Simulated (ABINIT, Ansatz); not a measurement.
# Sb (Antimony): from the cell to the phonon bands, part 3 of 4

How does Sb (Antimony) vibrate, and is this structure a minimum?

ABINIT 10.8.3; DFT LDA, scalar-relativistic, plane waves, PseudoDojo norm-conserving pseudopotentials.

So far. Step 3 (Relaxation): The volume changes by -10.7 % in this run and stands -10.7 % from the first cell. Step 4 (Self-consistent run for the response): The cell stands at -1.6 GPa: the relaxation ran with a smoothed and higher cutoff, and the difference is a stress of the finite basis. The relaxed cell has a = 3.043 Å (conventional setting).

This is not the structure that Sb takes at ambient pressure and room temperature (space group No. 166); it is a model or a phase of other conditions.

## 7. Interpolated phonon bands

anaddb transforms the dynamical matrices to force constants and back along the path; points of the mesh come back as solved, but for the sum rule and, in polar crystals, the LO-TO term at Γ; the rest is interpolation.

Contents of anaddb.abi:

```
ddb_filepath "all_DDB"
output_file "anaddb.abo"
outdata_prefix "anaddb"
ifcflag 1
ngqpt 4 4 4
nqshft 1
q1shft 0.0 0.0 0.0
asr 1
chneut 0
dipdip 0
dipquad 0
quadquad 0
enunit 0
eivec 0
nph1l 62
qph1l 
    0.0 0.0 0.0 1.0
    0.0 0.05 0.0 1.0
    0.0 0.1 0.0 1.0
    0.0 0.15 0.0 1.0
    0.0 0.2 0.0 1.0
    0.0 0.25 0.0 1.0
    0.0 0.3 0.0 1.0
    0.0 0.35 0.0 1.0
    0.0 0.4 0.0 1.0
    0.0 0.45 0.0 1.0
    0.0 0.5 0.0 1.0
    0.05 0.5 0.0 1.0
    0.1 0.5 0.0 1.0
    0.15 0.5 0.0 1.0
    0.2 0.5 0.0 1.0
    0.25 0.5 0.0 1.0
    0.3 0.5 0.0 1.0
    0.35 0.5 0.0 1.0
    0.4 0.5 0.0 1.0
    0.45 0.5 0.0 1.0
    0.5 0.5 0.0 1.0
    0.45 0.45 0.0 1.0
    0.4 0.4 0.0 1.0
    0.35 0.35 0.0 1.0
    0.3 0.3 0.0 1.0
    0.25 0.25 0.0 1.0
    0.2 0.2 0.0 1.0
    0.15 0.15 0.0 1.0
    0.1 0.1 0.0 1.0
    0.05 0.05 0.0 1.0
    0.0 0.0 0.0 1.0
    0.05 0.05 0.05 1.0
    0.1 0.1 0.1 1.0
    0.15 0.15 0.15 1.0
    0.2 0.2 0.2 1.0
    0.25 0.25 0.25 1.0
    0.3 0.3 0.3 1.0
    0.35 0.35 0.35 1.0
    0.4 0.4 0.4 1.0
    0.45 0.45 0.45 1.0
    0.5 0.5 0.5 1.0
    0.45 0.5 0.45 1.0
    0.4 0.5 0.4 1.0
    0.35 0.5 0.35 1.0
    0.3 0.5 0.3 1.0
    0.25 0.5 0.25 1.0
    0.2 0.5 0.2 1.0
    0.15 0.5 0.15 1.0
    0.1 0.5 0.1 1.0
    0.05 0.5 0.05 1.0
    0.0 0.5 0.0 1.0
    0.5 0.5 0.5 1.0
    0.5 0.5 0.45 1.0
    0.5 0.5 0.4 1.0
    0.5 0.5 0.35 1.0
    0.5 0.5 0.3 1.0
    0.5 0.5 0.25 1.0
    0.5 0.5 0.2 1.0
    0.5 0.5 0.15 1.0
    0.5 0.5 0.1 1.0
    0.5 0.5 0.05 1.0
    0.5 0.5 0.0 1.0
```

Contents of mrgddb.in:

```
all_DDB
merged
10
dfpt_gammao_DDB
dfpt_qo_DS1_DDB
dfpt_qo_DS2_DDB
dfpt_qo_DS3_DDB
dfpt_qo_DS4_DDB
dfpt_qo_DS5_DDB
dfpt_qo_DS6_DDB
dfpt_qo_DS7_DDB
dfpt_qo_DS8_DDB
dfpt_qo_DS9_DDB
```

The run is started by

```
$ mrgddb < mrgddb.in > mrgddb.log
$ OMP_NUM_THREADS=1 anaddb anaddb.abi > anaddb.log
```

anaddb.abo, the main output file:

```text
[banners, grids, parts of the stress and lines that vanish by symmetry left out]
-outvars_anaddb: echo values of input variables ----------------------

 Flags :
[...]
Phonon wavevector (reduced coordinates) :  0.00000  0.00000  0.00000
 Phonon energies in Hartree :
[...]
Phonon frequencies in cm-1    :
-  0.000000E+00  0.000000E+00  0.000000E+00
[...]
Phonon wavevector (reduced coordinates) :  0.00000  0.05000  0.00000
 Phonon energies in Hartree :
[...]
Phonon frequencies in cm-1    :
-  7.694202E+00  7.694202E+00  2.714577E+01
[...]
Phonon wavevector (reduced coordinates) :  0.00000  0.10000  0.00000
 Phonon energies in Hartree :
[...]
Phonon frequencies in cm-1    :
-  1.496430E+01  1.496430E+01  5.228385E+01
[...]
Phonon wavevector (reduced coordinates) :  0.00000  0.15000  0.00000
 Phonon energies in Hartree :
[...]
Phonon frequencies in cm-1    :
-  2.143673E+01  2.143673E+01  7.364329E+01
[...]
Phonon wavevector (reduced coordinates) :  0.00000  0.20000  0.00000
 Phonon energies in Hartree :
[...]
Phonon frequencies in cm-1    :
-  2.683363E+01  2.683363E+01  8.990999E+01
[...]
Phonon wavevector (reduced coordinates) :  0.00000  0.25000  0.00000
 Phonon energies in Hartree :
[...]
Phonon frequencies in cm-1    :
-  3.100694E+01  3.100694E+01  1.004154E+02
  Phonon wavevector (reduced coordinates) :  0.00000  0.30000  0.00000
 Phonon energies in Hartree :
[...]
Phonon frequencies in cm-1    :
-  3.395567E+01  3.395567E+01  1.052811E+02
  Phonon wavevector (reduced coordinates) :  0.00000  0.35000  0.00000
 Phonon energies in Hartree :
[...]
Phonon frequencies in cm-1    :
-  3.581956E+01  3.581956E+01  1.055000E+02
  Phonon wavevector (reduced coordinates) :  0.00000  0.40000  0.00000
 Phonon energies in Hartree :
[...]
Phonon frequencies in cm-1    :
-  3.684279E+01  3.684279E+01  1.029005E+02
  Phonon wavevector (reduced coordinates) :  0.00000  0.45000  0.00000
 Phonon energies in Hartree :
[...]
Phonon frequencies in cm-1    :
-  3.730501E+01  3.730501E+01  9.985432E+01
  Phonon wavevector (reduced coordinates) :  0.00000  0.50000  0.00000
 Phonon energies in Hartree :
[...]
Phonon frequencies in cm-1    :
-  3.743040E+01  3.743040E+01  9.853524E+01
  Phonon wavevector (reduced coordinates) :  0.05000  0.50000  0.00000
 Phonon energies in Hartree :
[...]
Phonon frequencies in cm-1    :
-  3.834756E+01  4.782007E+01  9.802269E+01
  Phonon wavevector (reduced coordinates) :  0.10000  0.50000  0.00000
 Phonon energies in Hartree :
[...]
Phonon frequencies in cm-1    :
-  4.073489E+01  6.817360E+01  9.658653E+01
  Phonon wavevector (reduced coordinates) :  0.15000  0.50000  0.00000
 Phonon energies in Hartree :
[...]
Phonon frequencies in cm-1    :
-  4.376263E+01  8.777165E+01  9.450832E+01
[...]
Phonon wavevector (reduced coordinates) :  0.50000  0.50000  0.35000
 Phonon energies in Hartree :
[...]
Phonon frequencies in cm-1    :
- -6.323468E+01 -6.323468E+01  5.230021E+01
  Phonon wavevector (reduced coordinates) :  0.50000  0.50000  0.30000
 Phonon energies in Hartree :
[...]
Phonon frequencies in cm-1    :
- -1.735339E+01 -1.735339E+01  9.326280E+01
  Phonon wavevector (reduced coordinates) :  0.50000  0.50000  0.25000
 Phonon energies in Hartree :
[...]
Phonon frequencies in cm-1    :
-  5.438094E+01  5.438094E+01  1.109463E+02
  Phonon wavevector (reduced coordinates) :  0.50000  0.50000  0.20000
 Phonon energies in Hartree :
[...]
Phonon frequencies in cm-1    :
-  7.302194E+01  7.302194E+01  1.129930E+02
  Phonon wavevector (reduced coordinates) :  0.50000  0.50000  0.15000
 Phonon energies in Hartree :
[...]
Phonon frequencies in cm-1    :
-  8.195507E+01  8.195507E+01  1.023517E+02
  Phonon wavevector (reduced coordinates) :  0.50000  0.50000  0.10000
 Phonon energies in Hartree :
[...]
Phonon frequencies in cm-1    :
-  8.265126E+01  8.546111E+01  8.546111E+01
  Phonon wavevector (reduced coordinates) :  0.50000  0.50000  0.05000
 Phonon energies in Hartree :
[...]
Phonon frequencies in cm-1    :
-  6.032753E+01  8.626561E+01  8.626561E+01
  Phonon wavevector (reduced coordinates) :  0.50000  0.50000  0.00000
 Phonon energies in Hartree :
[...]
Phonon frequencies in cm-1    :
-  4.883928E+01  8.629089E+01  8.629089E+01
-
```

Elapsed: 0.53 s, on 1 thread of Arm Neoverse V1, shared host.

This step gave:

```yaml
lowest_frequency_on_the_path: -103.8 cm⁻¹
```

Anaddb. The phonon branches at the labelled points (cm⁻¹):

| point | branch 1 | branch 2 | branch 3 |
| --- | --- | --- | --- |
| Γ | 0 | 0 | 0 |
| halfway | 31 | 31 | 100 |
| X | 37 | 37 | 98 |
| halfway | 49 | 90 | 110 |
| M | 49 | 86 | 86 |
| halfway | 44 | 100 | 118 |
| Γ | 0 | 0 | 0 |
| halfway | 109 | 109 | 130 |
| R | -104 | -104 | -104 |
| halfway | 74 | 106 | 120 |
| X | 37 | 37 | 98 |
| jump to R | -104 | -104 | -104 |
| halfway | 54 | 54 | 111 |
| M | 49 | 86 | 86 |

The phonon branches as a text plot (rows in cm⁻¹):

```
    125 |                              ****
    115 |           *     ****                     ***       *
    105 |   ***    * *   **** *         ****        *         *
     95 |      *****  * **   *       ***           * *****  *
     86 |         * *****     **           *      *  **       ***
     76 |  *                         **           * *  *
     66 |                      **   *                  *
     57 | *                         *              *       * *  *
     47 |        *************  *                       *
     37 |    *****            *    *        *            *
     27 |*  *                  * * *
     18 | **                    *
      8 |*                       *          *
     -2 |                         *
    -11 |                                         *
    -21 |                                                   *
    -31 |                                        *
    -41 |                                        *
    -50 |
    -60 |                                                  *
    -70 |                                        *
    -79 |                                    *
    -89 |                                    *  *
    -99 |                                     ***         *
         Γ      X      M          Γ            R        X|R     M
```

The path dips to 104i cm⁻¹.

## 8. Density of states

Sums over the zone need many more wavevectors than were solved, so the interpolation is sampled on a dense mesh.

Contents of anaddb.abi:

```
ddb_filepath "all_DDB"
output_file "anaddb.abo"
outdata_prefix "anaddb"
ifcflag 1
ngqpt 4 4 4
nqshft 1
q1shft 0.0 0.0 0.0
asr 1
chneut 0
dipdip 0
dipquad 0
quadquad 0
prtdos 2
ng2qpt 15 15 15
dosdeltae 4.5563e-06
ntemper 11
temperinc 100.0
tempermin 0.0
```

The run is started by

```
$ OMP_NUM_THREADS=1 anaddb anaddb.abi > anaddb.log
```

anaddb.abo, the main output file:

```text
[banners, grids, parts of the stress and lines that vanish by symmetry left out]
-outvars_anaddb: echo values of input variables ----------------------

 Flags :
     ifcflag         1
 Miscellaneous information :
         asr         1
      chneut         0
 Interatomic Force Constants Inputs :
      dipdip         0
     dipquad         0
    quadquad         0
      ifcana         0
      ifcout         0
 Description of grid 1 :
        brav         1
       ngqpt         4         4         4
      nqshft         1
      q1shft
                     0.00000000E+00  0.00000000E+00  0.00000000E+00
 Phonon DOS information :
   dosdeltae  4.55630000E-06
    dossmear  4.55633525E-06
 Description of grid 2 (Fourier interp. or BZ sampling):
      ng2qpt        15        15        15
      ngrids         4
      q2shft         0.00000000E+00  0.00000000E+00  0.00000000E+00

================================================================================

 read the DDB information and perform some checks

  ==== Info on the Cryst% object ====
 Real(R)+Recip(G) space primitive vectors, cartesian coordinates (Bohr,Bohr^-1):
 R(1)=  5.7504890  0.0000000  0.0000000  G(1)=  0.1738983  0.0000000  0.0000000
 R(2)=  0.0000000  5.7504890  0.0000000  G(2)=  0.0000000  0.1738983  0.0000000
 R(3)=  0.0000000  0.0000000  5.7504890  G(3)=  0.0000000  0.0000000  0.1738983
 Unit cell volume ucvol=  1.9015788E+02 bohr^3
 Angles (23,13,12)=  9.00000000E+01  9.00000000E+01  9.00000000E+01 degrees
 Time-reversal symmetry is present
 Reduced atomic positions [iatom, xred, symbol]:
    1)    0.0000000  0.0000000  0.0000000  Sb

 DDB file with 10 blocks has been read.

================================================================================

 Calculation of the interatomic forces

       Homogeneous q point set in the B.Z.
 Grid q points  :       64
  1)   0.00000000E+00  0.00000000E+00  0.00000000E+00
  2)   2.50000000E-01  0.00000000E+00  0.00000000E+00
  3)   5.00000000E-01  0.00000000E+00  0.00000000E+00
  4)  -2.50000000E-01  0.00000000E+00  0.00000000E+00
  5)   0.00000000E+00  2.50000000E-01  0.00000000E+00
  6)   2.50000000E-01  2.50000000E-01  0.00000000E+00
  7)   5.00000000E-01  2.50000000E-01  0.00000000E+00
  8)  -2.50000000E-01  2.50000000E-01  0.00000000E+00
  9)   0.00000000E+00  5.00000000E-01  0.00000000E+00
 10)   2.50000000E-01  5.00000000E-01  0.00000000E+00
 11)   5.00000000E-01  5.00000000E-01  0.00000000E+00
 12)  -2.50000000E-01  5.00000000E-01  0.00000000E+00
 13)   0.00000000E+00 -2.50000000E-01  0.00000000E+00
 14)   2.50000000E-01 -2.50000000E-01  0.00000000E+00
[...]
58)   2.50000000E-01  5.00000000E-01 -2.50000000E-01
 59)   5.00000000E-01  5.00000000E-01 -2.50000000E-01
 60)  -2.50000000E-01  5.00000000E-01 -2.50000000E-01
 61)   0.00000000E+00 -2.50000000E-01 -2.50000000E-01
 62)   2.50000000E-01 -2.50000000E-01 -2.50000000E-01
 63)   5.00000000E-01 -2.50000000E-01 -2.50000000E-01
 64)  -2.50000000E-01 -2.50000000E-01 -2.50000000E-01

 The interatomic forces have been obtained

================================================================================

 Calculation of phonon density of states

 Average speed of sound partial sums:     0.1239987632E-02 (at units)
-                                   =           2.7127 [km/s]

 Debye frequency from partial sums:     0.8404842350E-03 (Ha)
-                                 =     0.5530120607E+01 (THz)
-Debye temperature from partial sums:     0.2654039302E+03 (K)

 Average speed of sound:     0.3749528978E-04 (at units)
-                      =           0.0820 [km/s]

 Debye frequency from DOS:     0.2541493088E-04 (Ha)
-                        =     0.1672222120E+00 (THz)
-Debye temperature from DOS:     0.8025400429E+01 (K)

-
```

The job ended after 0.56 s (1 thread).

Numbers from this step:

| Item | Value |
| --- | --- |
| share of modes beyond 3i cm⁻¹ on the dense interpolated mesh | 0.0219 |

The phonon density of states has structure finer than the step of the table below, so its rows give means over 5 cm⁻¹, whole bins alone (the curve runs from -134 to 159 cm⁻¹). Peaks (cm⁻¹: height): 90.2: 0.0589, 102.2: 0.0664, 112.2: 0.0517.

Tetrahedra. Phonon density of states against wavenumber; means over each step:

wavenumber (cm⁻¹), phonon density of states (1/cm⁻¹/cell) and a bar:
```
     -100     0.0000 
      -95     0.0002 
      -90     0.0004 
      -85     0.0006 
      -80     0.0007 
      -75     0.0007 
      -70     0.0007 
      -65     0.0007 
      -60     0.0008 
      -55     0.0008 
      -50     0.0008 
      -45     0.0008 
      -40     0.0008 
      -35     0.0007 
      -30     0.0007 
      -25     0.0007 
      -20     0.0007 
      -15     0.0007 
      -10     0.0008 
       -5     0.0008 
        0     0.0008 
        5     0.0009 
       10     0.0012 #
       15     0.0015 #
       20     0.0020 #
       25     0.0027 #
       30     0.0040 ##
       35     0.0065 ###
       40     0.0113 ######
       45     0.0153 ########
       50     0.0220 ###########
       55     0.0244 ############
       60     0.0214 ###########
       65     0.0200 ##########
       70     0.0205 ##########
       75     0.0228 ############
       80     0.0290 ###############
       85     0.0370 ###################
       90     0.0539 ###########################
       95     0.0513 ##########################
      100     0.0591 ##############################
      105     0.0561 ############################
      110     0.0453 #######################
      115     0.0437 ######################
      120     0.0244 ############
      125     0.0070 ####
      130     0.0003 
      135     0.0000
```

(Continued in part 4 of 4.)

[Host names and launcher messages were left out of these logs when they were recorded.]

[Logs are printed without paths, hosts, clocks, repeated set-up lines and the standing remarks that a program may print on its own settings, such as how far it seeks lower states.]

[Hosts, paths, dates, database ids (printed as entryN), source tags and the programs' standing remarks are cut or masked in the printed files.]
